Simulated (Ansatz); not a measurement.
# The Mo2N(OH)2 MXene monolayer between two gates, part 4 of 4

Wanted: Fermi level and gate voltage of the Mo2N(OH)2 MXene monolayer as it is charged.

Ansatz 0.2.0; plane-wave DFT, PBE-D3(BJ), Ansatz PAW.

So far. Step 9 (Gated layer, added electrons -6×10¹³ per cm²): Against the uncharged case this takes -1.98 V.

### 13. The same run with other settings: scf.lower_state_search = "standard"

A run with a changed input: it repeats the earlier run at 0.5 × 10¹³ added electrons per cm² with scf.lower_state_search to standard.

input.yaml

```yaml
crystal:
  lattice:
    - [2.8061126111, 0.0, 0.0]
    - [-1.4030563056, 2.4301648071, 0.0]
    - [0.0, 0.0, 44.3166004176]
  atoms:
    - { symbol: H, position: [0.3333333333, 0.6666666667, 0.4129378117] }
    - { symbol: O, position: [0.3333333333, 0.6666666667, 0.4350170333] }
    - { symbol: Mo, position: [0.6666666667, 0.3333333333, 0.4673518008] }
    - { symbol: "N", position: [0.0, 0.0, 0.5] }
    - { symbol: Mo, position: [0.3333333333, 0.6666666667, 0.5326481992] }
    - { symbol: O, position: [0.6666666667, 0.3333333333, 0.5649829667] }
    - { symbol: H, position: [0.6666666667, 0.3333333333, 0.5870621883] }
  periodic: [true, true, false]
  symmetry: { detect: true }
total_charge: -0.00341
kpoints:
  mp_grid: { grid: [42, 42, 1] }
hamiltonian:
  xc: pbe
  dispersion: d3bj
scf:
  occupations: { method: fermi_dirac, width: 0.05 }
  convergence: { dr2_threshold: 1.0e-10 }
  lower_state_search: standard
output:
  forces: true
  eigenvalues: true
  write_potential: true
  write_density: true
  volumetric_format: npy
external_charges:
  - { charge: 0, barrier: 10, axis: 3, height: 30.517, sigma: 0.25 }
  - { charge: 0.001705, axis: 3, height: 32.017, sigma: 0.5 }
  - { charge: 0, barrier: 10, axis: 3, height: 13.8, sigma: 0.25 }
  - { charge: 0.001705, axis: 3, height: 12.3, sigma: 0.5 }
```

The run is started by

```
ansatz run input.yaml --threads 4 --pin off --max-ram 12288MiB --backend cpu --events-out ev --progress --plain --runs-dir out
```

Numbers of over 12 decimals in the logs are rounded to 6 here.

The program printed:

```text
[...]
Crystal: 7 atoms, lattice volume = 302.209 Å³
Basis set: ecut = 420 eV, 5969 PW (Γ), exchange–correlation on 40×40×600 points (8 copies of the dense FFT grid, shifted against one another)
Bands: 31, of which v1, the nominal top of the filled ones, is band 24 counted from 1 (23 counted from 0)
Symmetry: 6 space group operations
k-points: 169 of 1764 (time reversal used)
[...]
SCF iter   1: F=—  HF=-11471.031650 eV  |F-HF|=—  |Δ(HF+E_count)|=         —  Δρ=8.74e-2  dr2=2.83e1  ethr=3.10e-3  ⟨swp⟩=17.1  Hψ=47719  notcnv=0  defer=1
[...]
SCF iter  14: F=-11463.577860 eV  HF=-11463.577860 eV  |F-HF|=2.91e-10  |Δ(HF+E_count)|=  6.95e-10  Δρ=1.15e-7  dr2=4.38e-11  ethr=1.00e-12  ⟨swp⟩=24.0  Hψ=61897  notcnv=0
SCF 1 converged in 14 iterations: F = -11463.577860 eV  dr2 = 4.38e-11
[...]
SCF converged after 14 iterations
Free energy (F): -11463.577860 eV
[...]
Internal energy: -11463.555832 eV  (E = F + TS)
E sigma→0 (E₀):  -11463.566846 eV
Entropy (-TS):   -0.022027 eV (-3.147 meV/atom)
Fermi energy:    -2.031022 eV
[...]
--- Forces (eV/Å), atoms and charges each counted from 1 ---
  atom   1  H     -0.00000000     0.00000000    -0.00507306
  atom   2  O     -0.00000000     0.00000000    -0.01884523
  atom   3  Mo    -0.00000000     0.00000000     0.03673584
  atom   4  N     -0.00000000     0.00000000    -0.00000137
  atom   5  Mo     0.00000000    -0.00000000    -0.03673244
  atom   6  O      0.00000000    -0.00000000     0.01884746
  atom   7  H      0.00000000    -0.00000000     0.00506954
  external charge   1     0.00000000     0.00000000     0.00286753
  external charge   2     0.00000000     0.00000000    -0.00003842
  external charge   3     0.00000000     0.00000000    -0.00286907
  external charge   4     0.00000000     0.00000000     0.00003842
  max |Σ_I F_I| component, the external charges' with the atoms': 8.05e-7 eV/Å
--- Band table (eV; the first three rows and the last of 169) ---
  k-point 0: bands = [... 20 lower, -5.3486, -3.3790, -3.3341, -3.3341, -2.3000, -2.3000, -2.1769, -2.1462, ... 3 higher]
  k-point 1: bands = [... 20 lower, -5.3625, -3.4352, -3.3209, -3.2918, -2.3114, -2.2884, -2.1604, -2.1409, ... 3 higher]
  k-point 2: bands = [... 20 lower, -5.4027, -3.5307, -3.2816, -3.2382, -2.3471, -2.2542, -2.1279, -2.1048, ... 3 higher]
  k-point 168: bands = [... 20 lower, -3.0464, -2.5127, -2.5127, -2.1834, -0.9579, -0.9579, 0.6785, 0.6785, ... 3 higher]
```

The job ended after 70 s (4 threads of Arm Neoverse V2, shared host; peak memory 1.4 GiB).

Numbers from this step:

| Quantity | Value |
| --- | --- |
| energy at zero smearing | -11463.5668 eV |
| potential beyond the upper barrier and gate, less the barrier, from the Fermi level | 2.031 eV |

```csv
quantity,this run,earlier run,difference
"potential beyond the upper barrier and gate, less the barrier, from the Fermi level (eV)",2.031,2.031,0
```

Nothing in the table moves by 0.01 in its unit.

### 14. Varying the input: scf.lower_state_search = "off"

Another changed input: it repeats the earlier run at 0.5 × 10¹³ added electrons per cm² with scf.lower_state_search to off.

input.yaml, as its differences from that of step 13:

```diff
@@ -24,3 +24,3 @@
   convergence: { dr2_threshold: 1.0e-10 }
-  lower_state_search: standard
+  lower_state_search: "off"
 output:
```

The program printed:

```text
[...]
Crystal: 7 atoms, lattice volume = 302.209 Å³
Basis set: ecut = 420 eV, 5969 PW (Γ), exchange–correlation on 40×40×600 points (8 copies of the dense FFT grid, shifted against one another)
Bands: 31, of which v1, the nominal top of the filled ones, is band 24 counted from 1 (23 counted from 0)
Symmetry: 6 space group operations
k-points: 169 of 1764 (time reversal used)
[...]
SCF iter   1: F=—  HF=-11471.031650 eV  |F-HF|=—  |Δ(HF+E_count)|=         —  Δρ=8.74e-2  dr2=2.83e1  ethr=3.10e-3  ⟨swp⟩=17.1  Hψ=47719  notcnv=0  defer=1
[...]
SCF iter  14: F=-11463.577860 eV  HF=-11463.577860 eV  |F-HF|=2.91e-10  |Δ(HF+E_count)|=  6.95e-10  Δρ=1.15e-7  dr2=4.38e-11  ethr=1.00e-12  ⟨swp⟩=24.0  Hψ=61897  notcnv=0
SCF 1 converged in 14 iterations: F = -11463.577860 eV  dr2 = 4.38e-11
[...]
SCF converged after 14 iterations
Free energy (F): -11463.577860 eV
[...]
Internal energy: -11463.555832 eV  (E = F + TS)
E sigma→0 (E₀):  -11463.566846 eV
Entropy (-TS):   -0.022027 eV (-3.147 meV/atom)
Fermi energy:    -2.031022 eV
[...]
--- Forces (eV/Å), atoms and charges each counted from 1 ---
  atom   1  H     -0.00000000     0.00000000    -0.00507306
  atom   2  O     -0.00000000     0.00000000    -0.01884523
  atom   3  Mo    -0.00000000     0.00000000     0.03673584
  atom   4  N     -0.00000000     0.00000000    -0.00000137
  atom   5  Mo     0.00000000    -0.00000000    -0.03673244
  atom   6  O      0.00000000    -0.00000000     0.01884746
  atom   7  H      0.00000000    -0.00000000     0.00506954
  external charge   1     0.00000000     0.00000000     0.00286753
  external charge   2     0.00000000     0.00000000    -0.00003842
  external charge   3     0.00000000     0.00000000    -0.00286907
  external charge   4     0.00000000     0.00000000     0.00003842
  max |Σ_I F_I| component, the external charges' with the atoms': 8.05e-7 eV/Å
--- Band table (eV; the first three rows and the last of 169) ---
  k-point 0: bands = [... 20 lower, -5.3486, -3.3790, -3.3341, -3.3341, -2.3000, -2.3000, -2.1769, -2.1462, ... 3 higher]
  k-point 1: bands = [... 20 lower, -5.3625, -3.4352, -3.3209, -3.2918, -2.3114, -2.2884, -2.1604, -2.1409, ... 3 higher]
  k-point 2: bands = [... 20 lower, -5.4027, -3.5307, -3.2816, -3.2382, -2.3471, -2.2542, -2.1279, -2.1048, ... 3 higher]
  k-point 168: bands = [... 20 lower, -3.0464, -2.5127, -2.5127, -2.1834, -0.9579, -0.9579, 0.6785, 0.6785, ... 3 higher]
```

It took 70 s on 4 threads; peak memory 1.4 GiB.

```csv
quantity,this run,earlier run,difference
"potential beyond the upper barrier and gate, less the barrier, from the Fermi level (eV)",2.031,2.031,0
```

Nothing in the table moves by 0.01 in its unit.

### 15. Results

- gap with uncharged gates: none
- gate voltage at 6×10¹³ holes per cm²: -1.98 V
- gate voltage at 6×10¹³ electrons per cm²: +1.76 V
- total capacitance near 4×10¹³ holes per cm²: 4.74 µF/cm²

In words: Putting 6×10¹³ holes per cm² on the layer takes -1.98 V on the gates; how far the Fermi level moves against the bands is taken for single layers without spin and with an even electron count alone. Plates 6 Å apart on both sides would give 2.95 µF/cm² in vacuum; the computed total runs from 4.7 to 5.54 µF/cm². A value over that of the plates means that the screening charge has its centre outside the outer atoms; a low density of states works the other way. Few carriers sample few k-points, so the slopes at the lowest densities depend on the mesh and on the temperature. The gates are charged sheets behind model barriers, not atoms. The first relaxation ran with spin and lost its moment, and the later runs have none; other magnetic states were not tried. Spin-orbit coupling is left out, which matters for the bands of elements this heavy. The MXene's terminations sit over the metal atoms of its far layer; the site over carbon or nitrogen, which some compounds prefer, was not run.

[Logs are printed without paths, hosts, clocks, repeated set-up lines and the standing remarks that a program may print on its own settings, such as how far it seeks lower states.]

[Hosts, paths, dates, database ids (printed as entryN), source tags and the programs' standing remarks are cut or masked in the printed files.]

[Maps of the electrostatic potential energy from Ansatz leave out the sawtooth potential of an applied field or a dipole correction, so their vacuum need not be flat; planar profiles and work functions include it.]
